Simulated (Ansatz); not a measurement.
# A failed many-body run on Bi2Te3 (Tellurobismuthite)

A first try at the G0W0 gap of Bi2Te3 (Tellurobismuthite), what the program said, and an input that works.

Calculated with Ansatz 0.2.0; G0W0 on PBE, plane waves, PAW.

## (1) The starting structure

Symmetry: R-3m, No. 166, trigonal system. The conventional cell has a = 4.386 Å, b = 4.386 Å, c = 30.497 Å, α = 90.00°, β = 90.00°, γ = 120.00°. Nearest to Bi lie 6 Te at 3.07 to 3.25 Å. Nearest to Te lie 6 Bi at 3.25 Å. Nearest to Te lie 3 Bi at 3.07 Å. Farther neighbours and most contacts between anions are not listed.

The cell and positions come from the Crystallography Open Database and are kept as given unless a step says otherwise. Spin-orbit coupling is left out unless a step names it. The default PAW set here is soft_2. Its files were made with PBE.

## (2) First try

Input file input.yaml:

```yaml
crystal:
  lattice:
    - [2.193, 1.2661291403, 10.1656666667]
    - [-2.193, 1.2661291403, 10.1656666667]
    - [0.0, -2.5322582807, 10.1656666667]
  atoms:
    - { symbol: Bi, position: [0.4, 0.4, 0.4] }
    - { symbol: Bi, position: [0.6, 0.6, 0.6] }
    - { symbol: Te, position: [0.0, 0.0, 0.0] }
    - { symbol: Te, position: [0.2095, 0.2095, 0.2095] }
    - { symbol: Te, position: [0.7905, 0.7905, 0.7905] }
kpoints:
  mp_grid: { grid: [4, 4, 4] }
hamiltonian:
  xc: pbe
scf:
  occupations: { method: fixed }
gw:
  n_empty_bands: 4
  ecut_chi: 40
  qp_bands: [v2, c2]
  qp_kpoints: band_edges
  screening: { model: contour_deformation }
```

The run is started by

```sh
ansatz run input.yaml --threads 3 --pin off --max-ram 92160MiB --backend cuda --events-out ev --progress --plain --runs-dir out --devices 1 --max-vram 13GiB
```

Numbers of over 12 decimals in the logs are rounded to 6 here.

What it wrote:

```text
GPUs: using 1 of 1 available (devices: 1).
Engine: ansatz 0.2.0, x86_64-unknown-linux-gnu
Pseudopotentials: kind: paw
Pseudopotential: Bi, paw, valence charge 15, recommended cutoff 420 eV (normal), Bi.paw.azcp
Pseudopotential: Te, paw, valence charge 16, recommended cutoff 420 eV (normal), Te.paw.azcp
Functional definition: PBE
  parameter kappa = 0.804
  parameter beta = 0.066725
  exchange = pbe_x(kappa = kappa, mu = beta*pi^2/3)
  correlation = pbe_c(beta = beta)
device memory: the entry about to start is reckoned to put 4.8 GiB on a device that reports 65.7 GiB free (of which the cap on the GPU budget leaves the run 13.0 GiB)
GPU FFT provider: cuFFT
GPU libraries: cuBLAS 13.8.2, cuFFT 12.4.0, cuSOLVER 12.3.4
Crystal: 5 atoms, lattice volume = 169.357 Å³
Basis set: ecut = 420 eV, 3345 PW (Γ)
Bands: 47, of which v1, the nominal top of the filled ones, is band 39 counted from 1 (38 counted from 0)
Symmetry: 12 space group operations
Space group: R-3m (ITA 166), of the structure as read, at distance tolerance 5.5e-5 Å
k-points: 13 of 64
Non-local potential: Bi, projectors of the file, l = 0: 2, l = 1: 2, l = 2: 2, l = 3: 2
Non-local potential: Te, projectors of the file, l = 0: 2, l = 1: 2, l = 2: 2, l = 3: 2
PAW form: soft (Blöchl's): semilocal exchange-correlation on the pseudo side does not see the compensation charge
PAW one-centre angular grid: Bi, 590 points (default); XC on 64 Gauss nodes
PAW one-centre angular grid: Te, 590 points (default); XC on 64 Gauss nodes
Initial density: superposition of atomic densities (neutral atoms: chi_scale 0, normalization atom), corrected by the library's trained network
Initial wavefunctions: pseudopotential atomic-orbital guess
GPU buffer pool allocated for 373248 grid points (all kernels)
GPU transforms: local potential and band sums: pruned to the plane-wave sphere, on 72×72×72
Functional: x = pbe(κ = 0.804, μ = 0.219515), c = pbe(β = 0.066725)
SCF iter   1: F=—  HF=-45734.113925 eV  |F-HF|=—  |Δ(HF+E_count)|=         —  Δρ=1.01e-3  dr2=2.67e-3  ethr=1.77e-3  ⟨swp⟩=5.2  Hψ=2030  notcnv=0  defer=71
preconditioner: auto → Resta (q_TF=auto, 2.398 Å⁻¹)  ε∞=4.2  [insulator: Δε(μ)=0.295 eV  Ē_g=8.431 eV  n_scr=42 (ndim 8)  ℏωp=15.1 eV  f_vac=0.015  ε∞_Penn≈4.2]
SCF iter   2: F=—  HF=-45734.110771 eV  |F-HF|=—  |Δ(HF+E_count)|=   3.15e-3  Δρ=5.24e-4  dr2=5.06e-4  ethr=3.43e-6  ⟨swp⟩=2.9  Hψ=1308  notcnv=0  defer=76
SCF iter   3: F=—  HF=-45734.110949 eV  |F-HF|=—  |Δ(HF+E_count)|=   1.78e-4  Δρ=2.10e-4  dr2=7.17e-5  ethr=6.48e-7  ⟨swp⟩=2.0  Hψ=920  notcnv=0  defer=75
SCF iter   4: F=—  HF=-45734.111007 eV  |F-HF|=—  |Δ(HF+E_count)|=   5.82e-5  Δρ=7.22e-5  dr2=1.24e-5  ethr=9.20e-8  ⟨swp⟩=2.0  Hψ=769  notcnv=0  defer=62
SCF iter   5: F=—  HF=-45734.111013 eV  |F-HF|=—  |Δ(HF+E_count)|=   6.42e-6  Δρ=3.33e-5  dr2=8.34e-6  ethr=1.59e-8  ⟨swp⟩=2.0  Hψ=769  notcnv=0  defer=70
SCF iter   6: F=—  HF=-45734.111013 eV  |F-HF|=—  |Δ(HF+E_count)|=   2.07e-7  Δρ=9.86e-6  dr2=1.72e-7  ethr=1.07e-8  ⟨swp⟩=2.0  Hψ=644  notcnv=0  defer=71
SCF iter   7: F=-45734.111013 eV  HF=-45734.111013 eV  |F-HF|=1.02e-10  |Δ(HF+E_count)|=   2.63e-7  Δρ=2.79e-6  dr2=1.35e-8  ethr=1.28e-10  ⟨swp⟩=11.3  Hψ=2739  notcnv=0
SCF 1 converged in 7 iterations: F = -45734.111013 eV  dr2 = 1.35e-8
[...]
device memory: the entry about to start is reckoned to put 5.8 GiB (of the 5.9 GiB reckoned in all, the device holds 0.1 GiB already) on a device that reports 65.5 GiB free (of which the cap on the GPU budget leaves the run 13.0 GiB)
NSCF: frozen V_eff on 13 k-points
[...]
device memory: the entry about to start is reckoned to put 3.8 GiB on a device that reports 65.3 GiB free (of which the cap on the GPU budget leaves the run 13.0 GiB)
NSCF: frozen V_eff on 13 k-points
G₀W₀ screening: q 1/13
[... further progress lines ...]
[...]
NSCF: frozen V_eff on 1 k-points
device memory: the entry about to start is reckoned to put 1.4 GiB on a device that reports 66.1 GiB free (of which the cap on the GPU budget leaves the run 13.0 GiB)
NSCF: frozen V_eff on 1 k-points
SCF converged after 7 iterations
Free energy (F): -45734.111013 eV
Harris-Foulkes:  -45734.111013 eV  (|F-HF|=1.02e-10)
Internal energy: -45734.111013 eV  (E = F + TS)
E sigma→0 (E₀):  -45734.111013 eV
Fermi energy:    9.314846 eV
--- Per-component energies (eV) ---
  E_band       = -991.294221
  E_kinetic    = 1144.303925
  E_local      = -6864.172671  (includes V_loc(G=0)·N_el)
  E_nonlocal   = 191.572954
  E_hartree    = 3425.134528
  E_xc         = -676.467751
  E_vxc        = -601.883998  (∫ρ·V_xc dr)
  E_paw        = -35312.456866  (= ΣΔE_a)
  E_vpaw       = -1711.382687  (= ΣTr[D̂ρ^β])
  E_aug_tail   = -0.001460  (compensation charges beyond the density's cutoff)
  E_ewald      = -7642.023672
  E_smearing   = -0.000000  (= −TS)
  E_closure    = 0.000000  (closes the sum)
  Σ components = -45734.111013   (vs F -45734.111013, Δ=0.00e0)
--- Band table (eV; the first three rows and the last of 13) ---
  k-point 0: bands = [... 35 lower, 7.6072, 8.4498, 8.4498, 9.3148, 9.6120, 9.9675, 9.9675, 11.2870, ... 4 higher]
  k-point 1: bands = [... 35 lower, 7.2935, 8.3348, 8.4376, 8.7001, 10.3347, 10.7445, 10.7789, 11.8306, ... 4 higher]
  k-point 2: bands = [... 35 lower, 6.4065, 6.9024, 8.4003, 8.8063, 9.8946, 10.3731, 12.0634, 12.1010, ... 4 higher]
  k-point 12: bands = [... 35 lower, 7.9025, 8.1598, 8.1598, 8.8749, 10.1603, 10.4495, 10.4495, 10.9607, ... 4 higher]
--- G₀W₀: contour deformation, 7 samples at zero and on the imaginary axis and 1 off it, 64 q-points, 4 empty bands' worth ---
  eigenvalues of the whole cell's RPA ε∞ on this k-mesh (on a slab, of 1 + 4πα/V) = 48.0756, 48.0756, 51.5001; static W/v taken at q = 0 is 0.021447
  bands read: the sum over 43 bands ends inside a degenerate multiplet in 1 slot, whose members it reads at an even weight; the widest, k=12: bands 43 to 44 (counted from 1) at 1/2 each
  gw.qp_kpoints: band_edges: 8 of 13 stored k-points solved, in 1 pass; an edge of the gap read off the rows below is read off those points alone
    valence top: of the k-points left out ik 1 came nearest to being solved in a further pass, in band 39 (counted from 1, as in the quasiparticle table): it holds the edge there only if its correction is more favourable than any solved in that band by at least 0.552 eV; those differ by 0.392 eV
    conduction bottom: of the k-points left out ik 1 came nearest to being solved in a further pass, in band 40 (counted from 1, as in the quasiparticle table): it holds the edge there only if its correction is more favourable than any solved in that band by at least 0.585 eV; those differ by 0.147 eV
    ik  band        ε_KS         Σx   Σc(E_QP)       V_xc       Z   E_QP_lin       E_QP  E_QP is
     0    38      8.4498   -15.3293     2.3488   -13.8783  0.7499     9.3274     9.3476  root
     0    39      9.3148   -14.6093     1.5302   -14.3399  0.7703    10.5626    10.5757  root
     0    40      9.6120   -10.0424    -1.1641   -12.8399  0.7975    11.2921    11.2454  root
     0    41      9.9675   -10.0316    -1.2999   -12.8830  0.7864    11.5703    11.5189  root
     2    38      8.4003   -15.2981     2.2950   -13.8473  0.7475     9.2261     9.2444  root
     2    39      8.8063   -14.7723     1.8260   -14.0409  0.7613     9.8804     9.9008  root
     2    40      9.8946    -9.8159    -1.3626   -12.7273  0.7932    11.4973    11.4433  root
     2    41     10.3731    -9.9764    -1.4133   -12.9172  0.7822    11.9671    11.9006  root
     5    38      7.5378   -14.3934     2.3946   -12.8380  0.7289     8.3682     8.3770  root
     5    39      8.8376   -15.2386     1.9718   -14.2995  0.7623     9.8519     9.8703  root
     5    40     10.4650   -10.2117    -1.5247   -13.3286  0.7816    12.1343    12.0573  root
     5    41     11.6061   -10.7247    -1.6287   -14.2691  0.7643    13.5253    13.5217  root
     6    38      7.7669   -15.1143     2.5998   -13.2243  0.7056     8.4523     8.4768  root
     6    39      8.3572   -14.8921     2.0909   -13.7322  0.7502     9.2676     9.2882  root
[...]
11    41     10.4927    -9.8909    -1.4062   -12.8803  0.7874    12.1537    12.0759  root
    12    38      8.1598   -15.2913     2.4853   -13.6238  0.7325     8.9541     8.9776  root
    12    39      8.8749   -14.5522     1.8286   -14.0205  0.7661    10.1430    10.1718  root
    12    40     10.1603   -10.2181    -1.5205   -13.2340  0.7663    11.6913    11.6557  root
    12    41     10.4495   -10.2434    -1.3857   -13.3376  0.7749    12.2116    12.1581  root
```

Wall time 12 s (1 × NVIDIA H100 80GB HBM3 (shared by 6 runs) with 3 threads of AMD EPYC 7R13 (Zen 3), shared host); peak memory 1.1 GiB.

The column dr2 measures how far the density is from self-consistency, as an energy; F and HF (Harris–Foulkes) agree once it is small.

Q: What is the fault?

The run ended normally, though the input holds a fault or crude settings.

The fault: four empty bands in G0W0. The sums over empty states are cut off almost at the gap, so screening and correlation are far from complete.

It printed a gap of 0.67 eV, which is an artefact of the settings.

## (3) A better input

Now the one-shot GW correction: screening in the RPA, then the self-energy of the levels asked for.

Edit input.yaml of step 2 so:

```diff
@@ -18,4 +18,4 @@
 gw:
-  n_empty_bands: 4
-  ecut_chi: 40
+  n_empty_bands: 505
+  ecut_chi: 120
   qp_bands: [v2, c2]
```

What it wrote:

```text
GPUs: using 1 of 1 available (devices: 1).
[...]
GPU FFT provider: cuFFT
GPU libraries: cuBLAS 13.8.2, cuFFT 12.4.0, cuSOLVER 12.3.4
Crystal: 5 atoms, lattice volume = 169.357 Å³
Basis set: ecut = 420 eV, 3345 PW (Γ)
Bands: 47, of which v1, the nominal top of the filled ones, is band 39 counted from 1 (38 counted from 0)
Symmetry: 12 space group operations
[...]
k-points: 13 of 64
[...]
GPU buffer pool allocated for 373248 grid points (all kernels)
[...]
SCF iter   1: F=—  HF=-45734.113925 eV  |F-HF|=—  |Δ(HF+E_count)|=         —  Δρ=1.01e-3  dr2=2.67e-3  ethr=1.77e-3  ⟨swp⟩=5.2  Hψ=2030  notcnv=0  defer=71
[...]
SCF iter   7: F=-45734.111013 eV  HF=-45734.111013 eV  |F-HF|=1.02e-10  |Δ(HF+E_count)|=   2.63e-7  Δρ=2.79e-6  dr2=1.35e-8  ethr=1.28e-10  ⟨swp⟩=11.3  Hψ=2739  notcnv=0
SCF 1 converged in 7 iterations: F = -45734.111013 eV  dr2 = 1.35e-8
[...]
0    40      9.6120   -10.0424    -2.9030   -12.8399  0.7704     9.5066     9.5065  root
     0    41      9.9675   -10.0316    -2.9732   -12.8830  0.7590     9.8458     9.8456  root
     2    38      8.4003   -15.2981     1.0594   -13.8473  0.7384     8.0006     8.0089  root
     2    39      8.8063   -14.7723     0.4060   -14.0409  0.7497     8.4731     8.4808  root
     2    40      9.8946    -9.8159    -3.0166   -12.7273  0.7687     9.7894     9.7894  root
     2    41     10.3731    -9.9764    -3.0523   -12.9172  0.7571    10.2618    10.2615  root
     5    38      7.5378   -14.3934     1.2032   -12.8380  0.7317     7.1769     7.1856  root
[...]
11    41     10.4927    -9.8909    -3.0939   -12.8803  0.7606    10.3883    10.3881  root
    12    38      8.1598   -15.2913     1.2883   -13.6238  0.7282     7.7710     7.7806  root
    12    39      8.8749   -14.5522     0.2486   -14.0205  0.7482     8.5970     8.5918  root ?
    12    40     10.1603   -10.2181    -3.1342   -13.2340  0.7497    10.0422    10.0419  root
    12    41     10.4495   -10.2434    -3.2048   -13.3376  0.7445    10.3389    10.3390  root
[key lines of the parts left out:]
SCF converged after 7 iterations
Free energy (F): -45734.111013 eV
Fermi energy:    9.314846 eV
```

It took 91 s on 1 × NVIDIA H100 80GB HBM3 (shared by 6 runs) with 3 threads; peak memory 2.1 GiB; 2.6 min of CPU time.

Numbers from this step:

| Quantity | Value |
| --- | --- |
| bands summed | 544 |
| RPA ε∞ on this mesh (eigenvalues) | 47.41, 47.41, 54.44 |
| plane waves in the screening matrix | 505 |
| q-points in the mesh | 64 |
| G0W0 gap on the mesh | 0.4889 eV |
| k of the valence top | 0, 0, 0 |
| k of the conduction bottom | 0, 0, 0 |
| starting gap on the mesh | 0.2971 eV |
| Z at the valence top | 0.7526 |
| Z at the conduction bottom | 0.7704 |
| least direct G0W0 gap on the computed points | 0.4889 eV |

The gap on the mesh goes from 0.30 eV to 0.49 eV, a correction of +0.19 eV. The program marks an edge row as in doubt. Between the two edge states, bare exchange in place of the xc potential would open the gap by 3.07 eV, and correlation takes back 2.88 eV.

## (4) Results

```yaml
first_try: converged after 12 s
better_run: G0W0 gap on the mesh 0.49 eV (4×4×4 mesh, 505 empty bands, screening to 120 eV)
```

What this shows: The second run differs in: empty bands and screening cutoff (eV). Bands and cutoff are finite, so the gap is not at the basis limit. The miss can reach some tenths of an eV and take either sign; the mesh is an error of its own. Where an edge is built on 6p states of lead, bismuth or thallium, scalar-relativistic gaps usually stand too wide, by a few tenths to over one eV. With atoms this heavy and so narrow a gap, spin-orbit coupling can invert the bands. These scalar-relativistic gaps are then model values, not to be set against experiment, and a spin-orbit change taken from DFT can't simply be added. The RPA ε∞ on this mesh reaches over 25; with a narrow direct gap a coarse mesh can overstate it, and the correction is then too small. The program marks a band-edge row as in doubt, so the gap is less sure than its digits.

[Paths, hosts, dates, memory and timing lines, banners, echoed tables and standing remarks are left out of the program output.]

[Logs are printed without paths, hosts, clocks, repeated set-up lines and the standing remarks that a program may print on its own settings, such as how far it seeks lower states.]

[Runs of the session that timed out or met a known fault of the program may be left out.]

[Cells called generated may have been cut or substituted from an entry of the Crystallography Open Database or the Materials Project.]

[Hosts, paths, dates, database ids (printed as entryN), source tags and the programs' standing remarks are cut or masked in the printed files.]
